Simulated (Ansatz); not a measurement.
# Squeezing and shearing glassy 76SiO2-24MgO (mol %) (94 atoms), part 2 of 3

Aim: relax glassy 76SiO2-24MgO (mol %) (94 atoms), then change its volume and shape to read moduli from the stress.

Ansatz 0.2.0; Kohn-Sham DFT, revPBE, PAW (set soft_2), plane waves.

The cell: 26 Si, 8 Mg and 60 O. The quench rate of 50 K/ps is many orders above laboratory rates. The starting topology of bonds comes from the classical model. The Brillouin zone is sampled at Γ only.

So far. Step 2 (Single point at the start): The r.m.s. force at the start is 1.3 eV/Å. Step 3 (Cell and atoms relaxed): The relaxation converged after 17 steps, with a largest force component of 0.013 eV/Å.

## (4) Single point at the relaxed geometry

One more single point at the end of the walk gives the fuller output and checks the residual forces.

File input.yaml:

```yaml
crystal:
  lattice:
    - [10.2749, 0.2691, 0.04278]
    - [0.2691, 11.18682, -0.3946]
    - [0.04278, -0.3946, 11.41026]
  atoms:
    - { symbol: Si, position: [0.36008, 0.30639, 0.75846] }
    - { symbol: Si, position: [0.15121, 0.4631, 0.91309] }
    - { symbol: Si, position: [0.1619, 0.10307, 0.78531] }
    - { symbol: Si, position: [0.12399, 0.99129, 0.26698] }
    - { symbol: Si, position: [0.03311, 0.46027, 0.66404] }
    - { symbol: Si, position: [0.86778, 0.1439, 0.84636] }
    [... 82 atom lines left out ...]
    - { symbol: O, position: [0.7011, 0.28819, 0.62657] }
    - { symbol: O, position: [0.93415, 0.26913, 0.1791] }
    - { symbol: O, position: [0.15195, 0.98521, 0.69323] }
    - { symbol: O, position: [0.02039, 0.17121, 0.80856] }
    - { symbol: O, position: [0.1685, 0.65188, 0.26247] }
    - { symbol: O, position: [0.57791, 0.663, 0.7002] }
kpoints:
  mp_grid: { grid: [1, 1, 1] }
hamiltonian:
  xc: revpbe
scf:
  occupations: { method: fixed }
output:
  forces: true
  stress: true
  populations: intrinsic
  dos:
    method: { smearing: { sigma: 0.15 } }
    de: 0.1
    projected: { site_lists: { Mg: [Mg], O: [O], Si: [Si] } }
  eigenvalues: true
  write_density: true
  write_potential: true
  volumetric_format: npy
```

Launch:

```
$ ansatz run input.yaml --threads 4 --pin off --max-ram 8192MiB --backend cpu --events-out ev --progress --plain --runs-dir out
```

Numbers of over 12 decimals in the logs are rounded to 6 here.

Log:

```text
[...]
Crystal: 94 atoms, lattice volume = 1309.079 Å³
Basis set: ecut = 420 eV, 25571 PW (Γ), exchange–correlation on 144×150×160 points (8 copies of the dense FFT grid, shifted against one another)
Bands: 366, of which v1, the nominal top of the filled ones, is band 272 counted from 1 (271 counted from 0)
Symmetry: 1 space group operations
[...]
k-points: 1
[...]
SCF iter   1: F=—  HF=-66220.417155 eV  |F-HF|=—  |Δ(HF+E_count)|=         —  Δρ=3.22e-3  dr2=1.46e-1  ethr=1.77e-3  ⟨swp⟩=4.0  Hψ=1401  notcnv=0  defer=89
[...]
SCF iter   9: F=-66220.409483 eV  HF=-66220.409483 eV  |F-HF|=4.17e-8  |Δ(HF+E_count)|=   1.60e-7  Δρ=1.96e-6  dr2=4.82e-8  ethr=1.84e-11  ⟨swp⟩=18.0  Hψ=3674  notcnv=0
SCF 1 converged in 9 iterations: F = -66220.409483 eV  dr2 = 4.82e-8
[...]
SCF converged after 9 iterations
Free energy (F): -66220.409483 eV
[...]
Internal energy: -66220.409483 eV  (E = F + TS)
E sigma→0 (E₀):  -66220.409483 eV
Fermi energy:    3.302393 eV
[...]
--- Forces (eV/Å), atoms counted from 1 ---
  atom   1  Si     0.00592749     0.00532970    -0.00633350
  atom   2  Si    -0.00108231    -0.00115082    -0.00095361
  atom   3  Si     0.00222903    -0.00466014    -0.00005102
  atom   4  Si     0.00052076     0.00047844    -0.00158034
  atom   5  Si     0.00121727     0.00267313    -0.00065223
  atom   6  Si    -0.00588299    -0.01089766    -0.00174723
  atom   7  Si    -0.00413229     0.00740789     0.00160592
  atom   8  Si     0.00062990    -0.00749726    -0.00335382
  atom   9  Si     0.01175065    -0.00381128     0.00370831
  atom  10  Si    -0.00156588     0.00351758     0.00331674
  atom  11  Si    -0.00338980     0.00309095     0.00136361
  atom  12  Si     0.00691162     0.00252481     0.00320237
  atom  13  Si    -0.00281300    -0.00208079     0.00840121
  atom  14  Si    -0.01104869    -0.00552211    -0.00257548
[...]
atom  93  O     -0.00536933     0.00522162     0.00089914
  atom  94  O      0.00257135    -0.00249896     0.00182459
  max |Σ_I F_I| component: 1.14e-4 eV/Å
--- Stress (GPa, compression-positive) ---
       -0.002105      -0.003620       0.008794
       -0.003618       0.008719      -0.013981
        0.008795      -0.013980       0.004851
  P = ⅓ Tr σ = 0.0038 GPa (0.038 kbar)
--- Band table (eV) ---
[...]
--- intrinsic populations: 94 sites ---
  site symbol       q [e]
     0     Si      2.2416
     1     Si      2.2316
     2     Si      2.2367
[...]
93      O      7.1230
  spilling = 0.000000 (of n_electrons = 544.000000)
```

Elapsed: 9.2 s, on 4 threads of Intel Xeon 6975P-C (Granite Rapids), shared host; peak memory 1.7 GiB; 33 s of CPU time.

Read from the output:

* free energy: -66220.4095 eV
* free energy per atom: -704.4724 eV/atom
* SCF cycles: 9
* pressure: 0.003822 GPa
* r.m.s. force component: 0.00391 eV/Å
* longest force: 0.01382 eV/Å
* Fermi energy: 3.302 eV
* gap (highest filled to lowest empty level): 3.679 eV

## (5) Volume -3 %

The relaxed cell is scaled evenly and the atoms are relaxed again; the stress at the end gives one point of P(V).

input.yaml, the sections that differ from step 4:

```yaml
crystal:
  lattice:
    - [10.17111, 0.26638, 0.04235]
    - [0.26638, 11.07381, -0.39061]
    - [0.04235, -0.39061, 11.295]
  atoms:
    [... the 94 atom lines of step 4 ...]
output:
  forces: true
  eigenvalues: true
  stress: true
relax:
  f_tol: 0.05
  max_steps: 70
# kpoints, hamiltonian, scf: as in step 4
```

Log:

```text
Warning: output.stress: scf.convergence.dr2_threshold = 1e-7 eV (the SCF's general default) is looser than the 9.4e-9 eV advised for a printed stress (1e-10 eV for each atom of the cell: 94). What an SCF threshold leaves in a stress goes as its square root, and in the free energy as the threshold itself, and one threshold admits the most on a small cell: [...]
[...]
Crystal: 94 atoms, lattice volume = 1269.807 Å³
Basis set: ecut = 420 eV, 24819 PW (Γ), exchange–correlation on 144×150×160 points (8 copies of the dense FFT grid, shifted against one another)
Bands: 366, of which v1, the nominal top of the filled ones, is band 272 counted from 1 (271 counted from 0)
Symmetry: 1 space group operations
[...]
k-points: 1
[...]
SCF iter   1: F=—  HF=-66219.833396 eV  |F-HF|=—  |Δ(HF+E_count)|=         —  Δρ=3.29e-3  dr2=1.46e-1  ethr=1.77e-3  ⟨swp⟩=4.0  Hψ=1401  notcnv=0  defer=89
[...]
SCF iter   5: F=—  HF=-66219.825522 eV  |F-HF|=—  |Δ(HF+E_count)|=   3.12e-4  Δρ=1.05e-4  dr2=1.20e-4  ethr=7.43e-8  ⟨swp⟩=2.0  Hψ=542  notcnv=0  defer=92
SCF iter   6: F=-66219.825600 eV  HF=-66219.825592 eV  |F-HF|=8.81e-6  |Δ(HF+E_count)|=   7.01e-5  Δρ=3.21e-5  dr2=1.20e-5  ethr=1.15e-8  ⟨swp⟩=16.0  Hψ=2422  notcnv=0
SCF 1 converged in 6 iterations: F = -66219.825600 eV  dr2 = 1.20e-5
[...]
relax step   1: F+E_penalty+E_count = -66219.82560042 eV  Δ(F+E_penalty+E_count) = +0.000e0 eV  max|allowed force component| = 5.585e-1 eV/Å  Δτ_max = 0.0000 Å  (6 SCF iters, dr2 threshold 6.25e-5 eV, accepted)
[...]
relax step   2: F+E_penalty+E_count = -66220.01742987 eV  Δ(F+E_penalty+E_count) = -1.918e-1 eV  max|allowed force component| = 3.056e-1 eV/Å  Δτ_max = 0.0321 Å  (6 SCF iters, dr2 threshold 1.95e-5 eV, accepted)
[...]
relax step   3: F+E_penalty+E_count = -66220.16396305 eV  Δ(F+E_penalty+E_count) = -1.465e-1 eV  max|allowed force component| = 1.689e-1 eV/Å  Δτ_max = 0.0544 Å  (7 SCF iters, dr2 threshold 5.84e-6 eV, accepted)
relax step   4: F+E_penalty+E_count = -66220.19874744 eV  Δ(F+E_penalty+E_count) = -3.478e-2 eV  max|allowed force component| = 3.076e-1 eV/Å  Δτ_max = 0.2000 Å  (7 SCF iters, dr2 threshold 8.54e-6 eV, accepted)
relax step   5: F+E_penalty+E_count = -66220.23438807 eV  Δ(F+E_penalty+E_count) = -3.564e-2 eV  max|allowed force component| = 6.912e-2 eV/Å  Δτ_max = 0.1335 Å  (6 SCF iters, dr2 threshold 2.89e-5 eV, accepted)
[...]
relax step   6: F+E_penalty+E_count = -66220.24050136 eV  Δ(F+E_penalty+E_count) = -6.113e-3 eV  max|allowed force component| = 2.602e-2 eV/Å  Δτ_max = 0.0450 Å  (9 SCF iters, accepted)
SCF converged after 9 iterations
Free energy (F): -66220.240501 eV
[...]
Internal energy: -66220.240501 eV  (E = F + TS)
E sigma→0 (E₀):  -66220.240501 eV
Fermi energy:    3.543020 eV
[...]
Σ components = -66220.240501   (vs F -66220.240501, Δ=0.00e0)
--- Forces (eV/Å), atoms counted from 1 ---
  atom   1  Si     0.00278315     0.01030458     0.00860322
  atom   2  Si    -0.01300825     0.01142622     0.00053187
  atom   3  Si    -0.01582586     0.00942326    -0.00560159
  atom   4  Si    -0.00809917    -0.00927731    -0.00163526
[...]
atom  94  O     -0.00475954     0.00841873     0.00252745
  max |Σ_I F_I| component: 8.50e-5 eV/Å
--- Stress (GPa, compression-positive) ---
        1.291873       0.005485      -0.152536
        0.005486       1.354456       0.126864
       -0.152534       0.126866       1.383686
  P = ⅓ Tr σ = 1.3433 GPa (13.433 kbar)
--- Band table (eV) ---
[...]
--- Relaxed structure (6 steps of the walk, 6 accepted, 0 SCFs on fresh bases) ---
  F+E_penalty+E_count = -66220.24050136 eV   max|allowed force component| = 2.602e-2 eV/Å
  atoms:
    - { symbol: Si, position: [0.363190, 0.308050, 0.756101] }
    - { symbol: Si, position: [0.153686, 0.463142, 0.915167] }
    - { symbol: Si, position: [0.164215, 0.106180, 0.789962] }
    - { symbol: Si, position: [0.121560, 0.982575, 0.272468] }
[...]
- { symbol: O, position: [0.570814, 0.672826, 0.696013] }
```

The job ended after 38 s (4 threads; peak memory 1.7 GiB).

The program notes that the SCF threshold is loose for the stress.

The relaxation converged after 6 steps, 0.415 eV below its start, with a largest force component of 0.026 eV/Å.

Volume -3 %: the energy stands 0.169 eV above that of the reference, at a pressure of 1.34 GPa.

## (6) Volume +3 %

The relaxed cell is scaled to another volume.

Input and log are left out; they have the form of those shown for this kind of step.

Elapsed: 42 s, on 4 threads of Intel Xeon 6975P-C (Granite Rapids), shared host; peak memory 1.8 GiB; 2.6 min of CPU time.

The relaxation converged after 7 steps, 0.354 eV below its start, with a largest force component of 0.023 eV/Å.

Volume +3 %: the energy stands 0.171 eV above that of the reference, at a pressure of -1.48 GPa.

## (7) Volume -6 %

The relaxed cell is scaled to another volume.

input.yaml, the sections that differ from step 5:

```yaml
crystal:
  lattice:
    - [10.06515, 0.26361, 0.04191]
    - [0.26361, 10.95845, -0.38654]
    - [0.04191, -0.38654, 11.17733]
  atoms:
    [... the 94 atom lines of step 4 ...]
# kpoints, hamiltonian, scf, output, relax: as in step 5
```

Log:

```text
[...]
Crystal: 94 atoms, lattice volume = 1230.534 Å³
Basis set: ecut = 420 eV, 24039 PW (Γ), exchange–correlation on 144×150×150 points (8 copies of the dense FFT grid, shifted against one another)
Bands: 366, of which v1, the nominal top of the filled ones, is band 272 counted from 1 (271 counted from 0)
Symmetry: 1 space group operations
[...]
k-points: 1
[...]
SCF iter   1: F=—  HF=-66217.946577 eV  |F-HF|=—  |Δ(HF+E_count)|=         —  Δρ=3.37e-3  dr2=1.47e-1  ethr=1.77e-3  ⟨swp⟩=4.0  Hψ=1403  notcnv=0  defer=89
[...]
SCF iter   5: F=—  HF=-66217.938734 eV  |F-HF|=—  |Δ(HF+E_count)|=   3.24e-4  Δρ=1.03e-4  dr2=1.12e-4  ethr=6.95e-8  ⟨swp⟩=2.0  Hψ=498  notcnv=0  defer=92
SCF iter   6: F=-66217.938809 eV  HF=-66217.938800 eV  |F-HF|=9.19e-6  |Δ(HF+E_count)|=   6.62e-5  Δρ=3.02e-5  dr2=1.03e-5  ethr=1.15e-8  ⟨swp⟩=16.0  Hψ=2424  notcnv=0
SCF 1 converged in 6 iterations: F = -66217.938809 eV  dr2 = 1.03e-5
[...]
relax step   1: F+E_penalty+E_count = -66217.93880936 eV  Δ(F+E_penalty+E_count) = +0.000e0 eV  max|allowed force component| = 1.185e0 eV/Å  Δτ_max = 0.0000 Å  (6 SCF iters, dr2 threshold 6.25e-5 eV, accepted)
[...]
relax step   2: F+E_penalty+E_count = -66218.74397722 eV  Δ(F+E_penalty+E_count) = -8.052e-1 eV  max|allowed force component| = 6.467e-1 eV/Å  Δτ_max = 0.0619 Å  (6 SCF iters, dr2 threshold 8.77e-5 eV, accepted)
[...]
relax step   3: F+E_penalty+E_count = -66219.38802290 eV  Δ(F+E_penalty+E_count) = -6.440e-1 eV  max|allowed force component| = 3.865e-1 eV/Å  Δτ_max = 0.1151 Å  (7 SCF iters, dr2 threshold 2.61e-5 eV, accepted)
relax step   4: F+E_penalty+E_count = -66219.65125191 eV  Δ(F+E_penalty+E_count) = -2.632e-1 eV  max|allowed force component| = 2.559e-1 eV/Å  Δτ_max = 0.2000 Å  (6 SCF iters, dr2 threshold 4.45e-5 eV, accepted)
relax step   5: F+E_penalty+E_count = -66219.70769982 eV  Δ(F+E_penalty+E_count) = -5.645e-2 eV  max|allowed force component| = 2.076e-1 eV/Å  Δτ_max = 0.2000 Å  (7 SCF iters, dr2 threshold 2.34e-5 eV, accepted)
relax step   6: F+E_penalty+E_count = -66219.72089273 eV  Δ(F+E_penalty+E_count) = -1.319e-2 eV  max|allowed force component| = 1.712e-1 eV/Å  Δτ_max = 0.2000 Å  (7 SCF iters, dr2 threshold 1.89e-5 eV, accepted)
relax step   7: F+E_penalty+E_count = -66219.75170117 eV  Δ(F+E_penalty+E_count) = -3.081e-2 eV  max|allowed force component| = 4.700e-2 eV/Å  Δτ_max = 0.0859 Å  (6 SCF iters, dr2 threshold 1.93e-5 eV, accepted)
[...]
relax step   8: F+E_penalty+E_count = -66219.75170414 eV  Δ(F+E_penalty+E_count) = -2.976e-6 eV  max|allowed force component| = 4.705e-2 eV/Å  Δτ_max = 0.0000 Å  (4 SCF iters, accepted)
SCF converged after 4 iterations
Free energy (F): -66219.751704 eV
[...]
Internal energy: -66219.751704 eV  (E = F + TS)
E sigma→0 (E₀):  -66219.751704 eV
Fermi energy:    3.828149 eV
[...]
Σ components = -66219.751704   (vs F -66219.751704, Δ=0.00e0)
--- Forces (eV/Å), atoms counted from 1 ---
  atom   1  Si    -0.01163556    -0.00333043    -0.01296947
  atom   2  Si    -0.00607038    -0.00383168     0.00894042
  atom   3  Si     0.00242738    -0.01311473     0.01581103
  atom   4  Si    -0.00910030     0.00032106    -0.01558565
[...]
atom  94  O     -0.00826950    -0.00920995    -0.01037866
  max |Σ_I F_I| component: 2.22e-4 eV/Å
--- Stress (GPa, compression-positive) ---
        2.583735       0.052495      -0.350320
        0.052496       2.675483       0.357738
       -0.350320       0.357738       2.968008
  P = ⅓ Tr σ = 2.7424 GPa (27.424 kbar)
--- Band table (eV) ---
[...]
--- Relaxed structure (8 steps of the walk, 8 accepted, 0 SCFs on fresh bases) ---
  F+E_penalty+E_count = -66219.75170414 eV   max|allowed force component| = 4.705e-2 eV/Å
  atoms:
    - { symbol: Si, position: [0.365725, 0.308245, 0.753986] }
    - { symbol: Si, position: [0.155734, 0.462787, 0.916604] }
    - { symbol: Si, position: [0.164872, 0.108140, 0.794734] }
    - { symbol: Si, position: [0.118152, 0.975180, 0.276069] }
[...]
- { symbol: O, position: [0.557886, 0.687138, 0.691788] }
```

Wall time 48 s (4 threads); peak memory 1.6 GiB.

The relaxation converged after 8 steps, 1.81 eV below its start, with a largest force component of 0.047 eV/Å.

Volume -6 %: the energy stands 0.658 eV above that of the reference, at a pressure of 2.74 GPa.

## (8) Volume +6 %

The relaxed cell is scaled to another volume.

input.yaml, the sections that differ from step 7:

```yaml
crystal:
  lattice:
    - [10.47642, 0.27438, 0.04362]
    - [0.27438, 11.40623, -0.40234]
    - [0.04362, -0.40234, 11.63405]
  atoms:
    [... the 94 atom lines of step 4 ...]
# kpoints, hamiltonian, scf, output, relax: as in step 7
```

Log:

```text
[...]
Crystal: 94 atoms, lattice volume = 1387.625 Å³
Basis set: ecut = 420 eV, 27123 PW (Γ), exchange–correlation on 144×160×160 points (8 copies of the dense FFT grid, shifted against one another)
Bands: 366, of which v1, the nominal top of the filled ones, is band 272 counted from 1 (271 counted from 0)
Symmetry: 1 space group operations
[...]
k-points: 1
[...]
SCF iter   1: F=—  HF=-66218.412122 eV  |F-HF|=—  |Δ(HF+E_count)|=         —  Δρ=3.14e-3  dr2=1.49e-1  ethr=1.77e-3  ⟨swp⟩=4.0  Hψ=1400  notcnv=0  defer=89
[...]
SCF iter   5: F=—  HF=-66218.403548 eV  |F-HF|=—  |Δ(HF+E_count)|=   3.09e-4  Δρ=1.12e-4  dr2=1.57e-4  ethr=9.52e-8  ⟨swp⟩=2.0  Hψ=533  notcnv=0  defer=92
SCF iter   6: F=-66218.403631 eV  HF=-66218.403621 eV  |F-HF|=1.00e-5  |Δ(HF+E_count)|=   7.24e-5  Δρ=3.64e-5  dr2=1.74e-5  ethr=1.15e-8  ⟨swp⟩=17.0  Hψ=2287  notcnv=0
SCF 1 converged in 6 iterations: F = -66218.403631 eV  dr2 = 1.74e-5
[...]
relax step   1: F+E_penalty+E_count = -66218.40363063 eV  Δ(F+E_penalty+E_count) = +0.000e0 eV  max|allowed force component| = 9.553e-1 eV/Å  Δτ_max = 0.0000 Å  (6 SCF iters, dr2 threshold 6.25e-5 eV, accepted)
[...]
relax step   2: F+E_penalty+E_count = -66219.08147936 eV  Δ(F+E_penalty+E_count) = -6.778e-1 eV  max|allowed force component| = 5.319e-1 eV/Å  Δτ_max = 0.0694 Å  (6 SCF iters, dr2 threshold 5.70e-5 eV, accepted)
[...]
relax step   3: F+E_penalty+E_count = -66219.52104647 eV  Δ(F+E_penalty+E_count) = -4.396e-1 eV  max|allowed force component| = 2.240e-1 eV/Å  Δτ_max = 0.0967 Å  (7 SCF iters, dr2 threshold 1.77e-5 eV, accepted)
relax step   4: F+E_penalty+E_count = -66219.48469296 eV  Δ(F+E_penalty+E_count) = +3.635e-2 eV  max|allowed force component| = 1.399e0 eV/Å  Δτ_max = 0.2000 Å  (8 SCF iters, dr2 threshold 8.89e-6 eV, rejected (line search))
relax step   5: F+E_penalty+E_count = -66219.66406308 eV  Δ(F+E_penalty+E_count) = -1.430e-1 eV  max|allowed force component| = 1.409e-1 eV/Å  Δτ_max = 0.1000 Å  (9 SCF iters, accepted)
relax step   6: F+E_penalty+E_count = -66219.69102582 eV  Δ(F+E_penalty+E_count) = -2.696e-2 eV  max|allowed force component| = 5.116e-2 eV/Å  Δτ_max = 0.1000 Å  (7 SCF iters, dr2 threshold 3.52e-6 eV, accepted)
[...]
relax step   7: F+E_penalty+E_count = -66219.69304349 eV  Δ(F+E_penalty+E_count) = -2.018e-3 eV  max|allowed force component| = 2.210e-2 eV/Å  Δτ_max = 0.0283 Å  (8 SCF iters, accepted)
SCF converged after 8 iterations
Free energy (F): -66219.693043 eV
[...]
Internal energy: -66219.693043 eV  (E = F + TS)
E sigma→0 (E₀):  -66219.693043 eV
Fermi energy:    2.816593 eV
[...]
Σ components = -66219.693043   (vs F -66219.693043, Δ=0.00e0)
--- Forces (eV/Å), atoms counted from 1 ---
  atom   1  Si     0.00782302    -0.00473315    -0.00240100
  atom   2  Si     0.00024551    -0.00481658    -0.00319654
  atom   3  Si    -0.00652392     0.00040772     0.00281717
  atom   4  Si     0.00270059     0.01063745     0.00321719
[...]
atom  94  O      0.00008938     0.00004185     0.00088214
  max |Σ_I F_I| component: 1.07e-4 eV/Å
--- Stress (GPa, compression-positive) ---
       -2.766437       0.118212       0.134426
        0.118213      -3.141591      -0.090293
        0.134428      -0.090292      -3.108240
  P = ⅓ Tr σ = -3.0054 GPa (-30.054 kbar)
--- Band table (eV) ---
[...]
--- Relaxed structure (7 steps of the walk, 6 accepted, 0 SCFs on fresh bases) ---
  F+E_penalty+E_count = -66219.69304349 eV   max|allowed force component| = 2.210e-2 eV/Å
  atoms:
    - { symbol: Si, position: [0.353540, 0.305032, 0.760289] }
    - { symbol: Si, position: [0.145952, 0.462594, 0.908508] }
    - { symbol: Si, position: [0.158131, 0.097943, 0.782659] }
    - { symbol: Si, position: [0.126548, 0.999418, 0.260155] }
[...]
- { symbol: O, position: [0.584906, 0.646640, 0.707641] }
```

Run time: 50 s. Hardware: 4 threads; peak memory 1.8 GiB.

The relaxation converged after 7 steps, 1.29 eV below its start, with a largest force component of 0.022 eV/Å.

Volume +6 %: the energy stands 0.716 eV above that of the reference, at a pressure of -3.01 GPa.

## (9) Volume -10 %

The relaxed cell is scaled to another volume.

Input and log are left out; they have the form of those shown for this kind of step.

The job ended after 64 s (4 threads of Intel Xeon 6975P-C (Granite Rapids), shared host; peak memory 1.6 GiB; 3.9 min of CPU time).

The relaxation converged after 10 steps, 5.57 eV below its start, with a largest force component of 0.035 eV/Å.

Volume -10 %: the energy stands 1.81 eV above that of the reference, at a pressure of 4.59 GPa.

(Continued in part 3 of 3.)

[Logs are printed without paths, hosts, clocks, repeated set-up lines and the standing remarks that a program may print on its own settings, such as how far it seeks lower states.]

[Hosts, paths, dates, database ids (printed as entryN), source tags and the programs' standing remarks are cut or masked in the printed files.]
